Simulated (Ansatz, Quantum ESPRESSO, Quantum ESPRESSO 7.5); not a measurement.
# Cl-SiC-Cl chair, 1 layer: biaxial strain by an ASE script

How do the band edges of Cl-SiC-Cl chair, 1 layer move against the vacuum when the sheet is stretched?

Calculated with Quantum ESPRESSO 7.5; plane-wave DFT, PBE, GBRV ultrasoft pseudopotentials (geometry by Ansatz 0.2.0 with PAW datasets; geometry under PBE).

This is a report of a sequence of runs, with most program output left out.

### 1. Starting point

The cell holds 4 atoms: 2 Cl, 1 C and 1 Si. Its edges and angles: a = 3.086 Å, b = 3.086 Å, c = 19.533 Å, α = 90.0°, β = 90.0°, γ = 120.0°. Vacuum lies along c.

This sheet is a model structure: its symmetry is held, and its stability is not tested here.

### 2. Geometry from Ansatz

A relaxation in Ansatz fixes the structure of this slab for the runs on it.

Contents of input.yaml:

```yaml
crystal:
  lattice:
    - [3.0855, 0.0, 0.0]
    - [-1.54275, 2.6721213834, 0.0]
    - [0.0, 0.0, 19.5333333333]
  atoms:
    - { symbol: Cl, position: [0.6666666667, 0.3333333333, 0.3839590444] }
    - { symbol: C, position: [0.6666666667, 0.3333333333, 0.4750853242] }
    - { symbol: Si, position: [0.3333333333, 0.6666666667, 0.506996587] }
    - { symbol: Cl, position: [0.3333333333, 0.6666666667, 0.6160409556] }
kpoints:
  mp_grid: { grid: [12, 12, 1] }
hamiltonian:
  xc: pbe
scf:
  occupations: { method: fermi_dirac, width: 0.05 }
  convergence: { dr2_threshold: 1.0e-08 }
efield:
  axis: 3
  dipole_correction: true
  ramp_position: 0.97
  ramp_width: 0.04
relax:
  f_tol: 0.01
  cell: { fix: [c, alpha, beta] }
output:
  write_potential: true
  write_density: true
  volumetric_format: npy
```

On the command line:

```
$ ansatz run input.yaml --threads 2 --pin off --max-ram 4096MiB --backend cpu --events-out ev --progress --plain --runs-dir out
```

Elapsed: 21 s, on 2 threads of Arm Neoverse V2, shared host; peak memory 0.39 GiB; 40 s of CPU time.

The steps of the relaxation:

| step | energy less that of the first step (eV) | largest force component (eV/Å) | pressure (GPa) | volume (Å³) |
| --- | --- | --- | --- | --- |
| 1 | 0.0000 | 1.5771 | 3.50 | 161.05 |
| 2 | -0.3955 | 1.3467 | 1.62 | 177.13 |
| 3 | -0.4638 | 0.2233 | 0.51 | 179.38 |
| 4 | -0.4686 | 0.0381 | 0.07 | 180.72 |
| 5 | -0.4686 | 0.0227 | -0.01 | 181.08 |
| 6 | -0.4686 | 0.0037 | -0.01 | 181.15 |
| 7* | -0.4787 | 0.0039 | 0.06 | 181.15 |
| 8 | -0.4787 | 0.0620 | 0.01 | 181.49 |
| 9 | -0.4787 | 0.0010 | 0.00 | 181.56 |
| 10* | -0.4788 | 0.0009 | 0.00 | 181.56 |

Relaxation steps marked * repeat the geometry before them on a plane-wave basis chosen anew for their cell, so energy and pressure can jump there.

| cell as run | before | after | change |
| --- | --- | --- | --- |
| a (Å) | 3.086 | 3.276 | +6.2 % |
| b (Å) | 3.086 | 3.276 | +6.2 % |

The atoms that moved most (Å, along periodic axes as changes of fractional coordinates times the final cell, across vacuum about the mean position):

```
atom     dx     dy      dz  length
 Cl4  0.000  0.000  -0.087   0.087
  C2  0.000  0.000   0.073   0.073
 Cl1  0.000  0.000   0.017   0.017
```

The relaxed structure:

```xyz
4
Lattice="3.2761 0.0000 0.0000 -1.6380 2.8372 0.0000 0.0000 0.0000 19.5333" Properties=species:S:1:pos:R:3
Cl    1.6380    0.9457    7.5170
C     1.6380    0.9457    9.3525
Si    0.0000    1.8914    9.9004
Cl    0.0000    1.8914   11.9467
```

Read from the output:

```
free energy                                                      : -3046.8088 eV
Fermi energy                                                     : -0.2834 eV
gap by band count                                                : 2.235 eV
symmetry operations                                              : 6
dipole along the normal                                          : -0.008489 e·Å
vacuum level at the upper face over a Fermi level inside the gap : 4.526 eV
vacuum level at the lower face over a Fermi level inside the gap : 4.361 eV
```

### 3. Running the series

Under ESM bc1 levels count from the vacuum, or from the mean of the two vacuum levels where the sheet has a dipole, so band edges at unlike strains can be compared.

Level of this step: plane-wave DFT, PBE, GBRV ultrasoft pseudopotentials (Quantum ESPRESSO 7.5).

Contents of run.py:

```python
import json
import numpy as np
from ase import Atoms
from ase.calculators.espresso import Espresso, EspressoProfile

profile = EspressoProfile(command='mpirun -n 2 pw.x -nk 2', pseudo_dir='../pseudo')
pseudopotentials = {'C': 'c_pbe_v1.2.uspp.F.UPF', 'Cl': 'cl_pbe_v1.4.uspp.F.UPF', 'Si': 'si_pbe_v1.uspp.F.UPF'}
system = {'ecutwfc': 40, 'ecutrho': 200, 'occupations': 'smearing', 'smearing': 'fd', 'degauss': 0.002}


def calculator(name, kpts, **extra):
    data = dict(control=dict(tprnfor=True, verbosity='high', disk_io='none'),
                system=system | extra,
                electrons=dict(conv_thr=1e-09, mixing_beta=0.4, mixing_mode='plain',
                               electron_maxstep=100))
    return Espresso(profile=profile, directory=name, pseudopotentials=pseudopotentials, kpts=kpts, input_data=data)


def centre(atoms):
    z = atoms.positions[:, 2]
    atoms.positions[:, 2] -= (z.max() + z.min()) / 2  # ESM wants the slab about z = 0
    return atoms

sheet = Atoms(
    ['Cl', 'C', 'Si', 'Cl'],
    scaled_positions=[
        [0.6666666667, 0.3333333333, 0.3848292835],
        [0.6666666667, 0.3333333333, 0.4787989100],
        [0.3333333333, 0.6666666667, 0.5068461403],
        [0.3333333333, 0.6666666667, 0.6116075774]],
    cell=[
        [3.276059376345, 0.000000000000, 0.000000000000],
        [-1.638029688172, 2.837150644221, 0.000000000000],
        [0.000000000000, 0.000000000000, 19.533333333300]],
    pbc=True)

rows = []
for strain in [-0.03, -0.015, 0.0, 0.015, 0.03]:
    atoms = sheet.copy()
    atoms.set_cell(sheet.cell.array * [[1 + strain], [1 + strain], [1]], scale_atoms=True)
    atoms = centre(atoms)
    atoms.calc = calculator(f's{strain:+.3f}', (12, 12, 1), assume_isolated='esm', esm_bc='bc1', nbnd=15)
    energy = atoms.get_potential_energy()
    levels = np.array([atoms.calc.get_eigenvalues(kpt=i) for i in range(len(atoms.calc.get_ibz_k_points()))])
    top, bottom = levels[:, 10].max(), levels[:, 11].min()
    direct = (levels[:, 11] - levels[:, 10]).min()
    rows.append([strain, energy, top, bottom, direct])
    print(f'strain {strain:+.3f}: E = {energy:.5f} eV, valence top {top:.3f}, conduction bottom {bottom:.3f}, '
          f'gap {bottom - top:.3f}, least direct gap {direct:.3f} eV')

x, energy, top, bottom, direct = np.array(rows).T
area = np.linalg.norm(np.cross(*sheet.cell[:2]))
stiffness = np.polyfit(x, energy, 2)[0] / area * 16.0218  # C11 + C12, heights clamped
print(f'valence and conduction edges move by {np.polyfit(x, top, 1)[0]:.2f} and {np.polyfit(x, bottom, 1)[0]:.2f} eV per unit biaxial strain')
print(f'C11 + C12 with clamped heights: {stiffness:.1f} N/m')
json.dump(dict(rows=rows, stiffness=stiffness), open('result.json', 'w'))
```

On the command line:

```
$ OMP_NUM_THREADS=1 python run.py
```

Wall time 3.5 min (2 MPI ranks); peak memory 0.41 GiB.

Read from the output:

| Item | Value |
| --- | --- |
| biaxial stiffness | 166.0 N/m |

The band edge from the vacuum level by biaxial strain:

```csv
biaxial strain (%),valence top (eV),conduction bottom (eV)
-3.00,-5.36,-3.27
-1.50,-5.48,-3.28
0.00,-5.59,-3.34
1.50,-5.69,-3.51
3.00,-5.77,-3.75
```

The gap by biaxial strain:

```csv
biaxial strain (%),on the mesh (eV),least direct (eV)
-3.00,2.09,2.09
-1.50,2.21,2.21
0.00,2.25,2.25
1.50,2.18,2.18
3.00,2.02,2.02
```

The energy over the lowest by biaxial strain:

```csv
biaxial strain (%),energy over the lowest (meV)
-3.00,94.4
-1.50,22.2
0.00,0
1.50,20.9
3.00,78.8
```

### 4. Running the series: PBE, SG15 norm-conserving

Level of this step: plane-wave DFT, PBE, SG15 norm-conserving pseudopotentials (Quantum ESPRESSO 7.5).

run.py is the input of step 3 with these lines changed:

```diff
@@ -6,4 +6,4 @@
 profile = EspressoProfile(command='mpirun -n 2 pw.x -nk 2', pseudo_dir='../pseudo')
-pseudopotentials = {'C': 'c_pbe_v1.2.uspp.F.UPF', 'Cl': 'cl_pbe_v1.4.uspp.F.UPF', 'Si': 'si_pbe_v1.uspp.F.UPF'}
-system = {'ecutwfc': 40, 'ecutrho': 200, 'occupations': 'smearing', 'smearing': 'fd', 'degauss': 0.002}
+pseudopotentials = {'C': 'C_ONCV_PBE-1.2.upf', 'Cl': 'Cl_ONCV_PBE-1.2.upf', 'Si': 'Si_ONCV_PBE-1.2.upf'}
+system = {'ecutwfc': 60, 'ecutrho': 240, 'occupations': 'smearing', 'smearing': 'fd', 'degauss': 0.002}
```

On the command line:

```
$ OMP_NUM_THREADS=1 python run.py
```

Wall time 5.7 min (2 MPI ranks); peak memory 0.29 GiB.

This step gave:

- biaxial stiffness: 167.5 N/m

The band edge from the vacuum level by biaxial strain:

| biaxial strain (%) | valence top (eV) | conduction bottom (eV) |
| --- | --- | --- |
| -3.00 | -5.37 | -3.27 |
| -1.50 | -5.49 | -3.27 |
| 0.00 | -5.60 | -3.34 |
| 1.50 | -5.69 | -3.50 |
| 3.00 | -5.77 | -3.74 |

Gap against biaxial strain:

```csv
biaxial strain (%),on the mesh (eV),least direct (eV)
-3.00,2.10,2.10
-1.50,2.22,2.22
0.00,2.26,2.26
1.50,2.19,2.19
3.00,2.03,2.03
```

Energy over the lowest against biaxial strain:

```csv
biaxial strain (%),energy over the lowest (meV)
-3.00,100
-1.50,24.7
0.00,0
1.50,18.9
3.00,74.8
```

### 5. Running the series, with ecutrho = 20

One more run, with a changed input.

Level of this step: plane-wave DFT, PBE, GBRV ultrasoft pseudopotentials (Quantum ESPRESSO 7.5).

run.py is the input of step 3 with these lines changed:

```diff
@@ -7,3 +7,3 @@
 pseudopotentials = {'C': 'c_pbe_v1.2.uspp.F.UPF', 'Cl': 'cl_pbe_v1.4.uspp.F.UPF', 'Si': 'si_pbe_v1.uspp.F.UPF'}
-system = {'ecutwfc': 40, 'ecutrho': 200, 'occupations': 'smearing', 'smearing': 'fd', 'degauss': 0.002}
+system = {'ecutwfc': 40, 'ecutrho': 20, 'occupations': 'smearing', 'smearing': 'fd', 'degauss': 0.002}
 
@@ -14,3 +14,3 @@
                 electrons=dict(conv_thr=1e-09, mixing_beta=0.4, mixing_mode='plain',
-                               electron_maxstep=100))
+                               electron_maxstep=60))
     return Espresso(profile=profile, directory=name, pseudopotentials=pseudopotentials, kpts=kpts, input_data=data)
@@ -37,3 +37,3 @@
 rows = []
-for strain in [-0.03, -0.015, 0.0, 0.015, 0.03]:
+for strain in [-0.03, -0.015, 0.0]:
     atoms = sheet.copy()
```

On the command line:

```
$ OMP_NUM_THREADS=1 python run.py
```

Wall time 2 s (2 MPI ranks); peak memory 0.16 GiB.

The input was rejected at the start.

The fault put into the input: a density cutoff under four times the waves' (ecutrho = 20).

ecutrho can't lie under ecutwfc; four times for norm-conserving files and more for ultrasoft ones is the rule.

### 6. The arithmetic

Under equal strain ε in the plane, E = A (C11 + C12) ε². From the points at ±1.5 %: d²E/dε² = (22.17 + 20.93 − 2 × 0.00) meV / 0.015² = 192 eV, and 192/(2 × 9.295 Å²) × 16.02 = 165 N/m.

### 7. Results

```
C11 + C12, heights clamped, PBE, GBRV ultrasoft                                               : 166 N/m
gap on the mesh at zero strain, PBE, GBRV ultrasoft                                           : 2.25 eV
valence top below the mean of the two vacuum levels at zero strain, PBE, GBRV ultrasoft       : 5.59 eV
shift of the valence top per unit biaxial strain, PBE, GBRV ultrasoft                         : -6.8 eV
C11 + C12, heights clamped, PBE, SG15 norm-conserving                                         : 168 N/m
gap on the mesh at zero strain, PBE, SG15 norm-conserving                                     : 2.26 eV
valence top below the mean of the two vacuum levels at zero strain, PBE, SG15 norm-conserving : 5.60 eV
shift of the valence top per unit biaxial strain, PBE, SG15 norm-conserving                   : -6.7 eV
```

The sheet's biaxial stiffness comes to 166 N/m and its gap at zero strain to 2.25 eV (PBE, GBRV ultrasoft). From −3 % to +3 % the gap on the mesh goes from 2.09 to 2.02 eV, through a peak of 2.25 eV; it is direct at every strain. The conduction bottom bends along the series, so the script's straight-line slope describes it poorly. Heights are clamped under strain, which makes a sheet with several atomic planes too stiff. Semilocal gaps are too small. The sheet carries a dipole, so the two faces have unlike vacuum levels and the zero lies between them.

[Logs are printed without paths, hosts, clocks, repeated set-up lines and the standing remarks that a program may print on its own settings, such as how far it seeks lower states.]

[Hosts, paths, dates, database ids (printed as entryN), source tags and the programs' standing remarks are cut or masked in the printed files.]

[Maps of the electrostatic potential energy from Ansatz leave out the sawtooth potential of an applied field or a dipole correction, so their vacuum need not be flat; planar profiles and work functions include it.]
